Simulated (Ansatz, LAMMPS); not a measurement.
# An extra electron or hole in Ca2+ TFSI- in gamma-butyrolactone and dimethyl carbonate at 330 K (146 atoms): runs compared

Aim: add and remove one electron in Ca2+ TFSI- in gamma-butyrolactone and dimethyl carbonate at 330 K (146 atoms), with atoms held and relaxed, and read trapping energy and localisation.

Computed with Ansatz 0.2.0: Kohn-Sham DFT, PBE+D3(BJ), PAW (set soft_2), plane waves.

## (1) The cell

The cell holds 146 atoms: 4 N, 8 S, 34 O, 32 C, 24 F, 42 H and 2 Ca. Cell: a = 12.462 Å, b = 12.462 Å, c = 12.462 Å, α = 90.0°, β = 90.0°, γ = 90.0°. 3 gamma-butyrolactone, 4 dimethyl carbonate, 2 Ca2+, 4 TFSI- placed at random, at 1.56 g/cm³; overlaps pushed apart, then 10 ps at 550 K with divalent ions of Li, Roberts, Chakravorty and Merz (J. Chem. Theory Comput. 9, 2733 (2013)); MMFF94 bonds, angles, torsions, charges and radii (Halgren, J. Comput. Chem. 17, 490 (1996)) in harmonic and 12-6 forms; charges of ions scaled by 0.8. Snapshot after 30 ps at 330 K and fixed volume.

Limits known from the start: The network of contacts between molecules at the start is that of the classical potential that made the cell, and needn't be the one that DFT or experiment would give. Only the Γ point is sampled, in a cell whose shortest periodic width is 12 Å. The liquid is relaxed first, so the results are those of a frozen frame at zero temperature.

## (2) The reference run

The reference is a single point at the end of the relaxation.

The charged cells start from the geometry of this run, on a uniform background, with spin and a narrow Fermi–Dirac smearing.

Its input, with most atom lines left out:

```yaml
crystal:
  lattice:
    - [12.46183, 0.0, 0.0]
    - [0.0, 12.46183, 0.0]
    - [0.0, 0.0, 12.46183]
  atoms:
    - { symbol: "N", position: [0.24324, 0.68888, 0.67923] }
    - { symbol: S, position: [0.34633, 0.63569, 0.62424] }
    - { symbol: O, position: [0.44681, 0.67203, 0.66893] }
    - { symbol: O, position: [0.33507, 0.52096, 0.60043] }
    - { symbol: C, position: [0.33617, 0.70548, 0.49129] }
    - { symbol: F, position: [0.33994, 0.81184, 0.50426] }
    - { symbol: F, position: [0.4199, 0.67444, 0.43031] }
    [... atom lines 8 to 146 left out ...]
kpoints:
  mp_grid: { grid: [1, 1, 1] }
hamiltonian:
  xc: pbe
  dispersion: d3bj
scf:
  occupations: { method: fixed }
output:
  forces: true
  stress: true
  populations: intrinsic
  dos:
    method: { smearing: { sigma: 0.08 } }
    de: 0.1
    projected: { site_lists: { C: [C], Ca: [Ca], F: [F], H: [H], "N": ["N"] } }
  eigenvalues: true
  write_density: true
  write_potential: true
  volumetric_format: npy
```

* free energy per atom: -409.3126 eV/atom
* r.m.s. force component: 0.00731 eV/Å
* pressure: 0.008359 GPa

Filled and empty levels are parted by 4.89 eV (at Γ alone); a semilocal functional tends to put such gaps too low. In a disordered cell it changes from sample to sample and from frame to frame.

## (3) The runs

Each row is one run, on 4 threads of Arm Neoverse V2, shared host. The free energy is the program's total, comparable only between runs with the same functional; between charge states it hangs on the program's zero of potential.

```
                                              run  atoms                outcome  relaxation steps  free energy (eV)     time  host memory (GiB)
                        Single point at the start    146              converged                 -        -59749.804     18 s                2.5
                                       Relaxation    146              converged                28        -59759.637  6.4 min                2.5
             Single point at the relaxed geometry    146              converged                 -        -59759.637     35 s                2.8
                    An extra electron, atoms held    146              converged                 -        -59755.011  2.3 min                4.7
                 An extra electron, atoms relaxed    146              converged                13        -59755.205   11 min                4.7
An extra electron, levels at the relaxed geometry    146              converged                 -        -59755.205  2.1 min                4.7
          Neutral at the geometry of the electron    146              converged                 -        -59759.408     33 s                2.8
                        An extra hole, atoms held    146              converged                 -        -59758.863  3.9 min                4.8
                     An extra hole, atoms relaxed    146  cut at the time limit                10        -59759.024   15 min                4.6
```

In some runs the program notes that the exchange-correlation potential is rough where the density is thin.

A closer look about C62, which holds the most spin of the extra electron after relaxation: 8 atoms, nearest first, numbered in the order of the input, with positions taken from that point.

```
atom      x      y      z  distance (Å)  intrinsic-atomic-orbital charge (e)
 C62   0.00   0.00   0.00          0.00                                 0.40
 O61   0.62   1.03   0.35          1.25                                -0.62
 O66  -1.00  -0.50   0.80          1.38                                -0.36
 C63   0.15  -0.82  -1.25          1.50                                -0.40
 H68   1.01  -1.51  -1.14          2.15                                 0.20
 H67   0.37  -0.18  -2.11          2.15                                 0.19
 C65  -1.62  -1.64   0.13          2.31                                -0.14
 C64  -1.18  -1.58  -1.33          2.38                                -0.35
```

## (4) Energies and spread of the extra charge

Energies are differences within one cell and functional; the shift is the gain plus the neutral cell's energy at the new geometry, that is how much cheaper the vertical process becomes there. The spread is the participation number of the site moments (1/Σw², over the spin inside atomic spheres), with the atom that holds the largest share and the spin that the spheres hold in all.

```
 carrier  charged less neutral, atoms held (eV)  gain on relaxing (eV)  neutral cell at that geometry, less the reference (eV)  shift of the vertical energy (eV)       spread, atoms held          spread, relaxed
electron                                  4.626                  0.195                                                   0.229                              0.424  13; C74 15 % of 0.32 μB  10; C62 19 % of 0.41 μB
  hole *                                  0.775                  0.162                                                       -                                  -  22; N46 10 % of 0.64 μB                        -
```

* The relaxation stopped at its limit.

## (5) Outcome

The extra electron gains 0.19 eV as the atoms relax, and its spin goes from about 13 to 10 atoms. The electron is shared among 2 partly filled levels, as near-degenerate levels under the smearing give, and as self-interaction favours. With the atoms held, the spheres hold only 0.32 of the 0.89 μB, so the spread is read from a small part of the spin. The extra hole gains 0.16 eV as the atoms relax. Adding the two vertical energies gives 5.40 eV, against a gap of 4.89 eV in the neutral cell. The zero of the potential cancels in this sum; the excess likely reflects the charging energy of carriers confined to few atoms or to a small cell, partly offset by their attraction to the background.

**Limits.** Single energies of charged cells hang on the program's zero of potential. In the spin-polarised runs the search for a state of lower energy was switched off. No distortion was seeded, so a trapped state behind a barrier can't be found. Semilocal functionals favour spread-out charges, so trapping can be missed. In the spin-polarised runs the search for a state of lower energy was switched off. The density was typed from a rule of thumb and may lie off the real one at this temperature. Charged cells carry a uniform background, with no correction for images.

The DFT runs together took 42 min of wall time.

[Long decimals in the printed logs are rounded to 6 places.]

[Logs are printed without paths, hosts, clocks, repeated set-up lines and the standing remarks that a program may print on its own settings, such as how far it seeks lower states.]

[Hosts, paths, dates, database ids (printed as entryN), source tags and the programs' standing remarks are cut or masked in the printed files.]

[The MMFF94 radii named for the starting cell were scaled by 0.96; in molecules described by MMFF94, hydrogen bound to N, O or S took a small fixed 12-6 site in their place.]
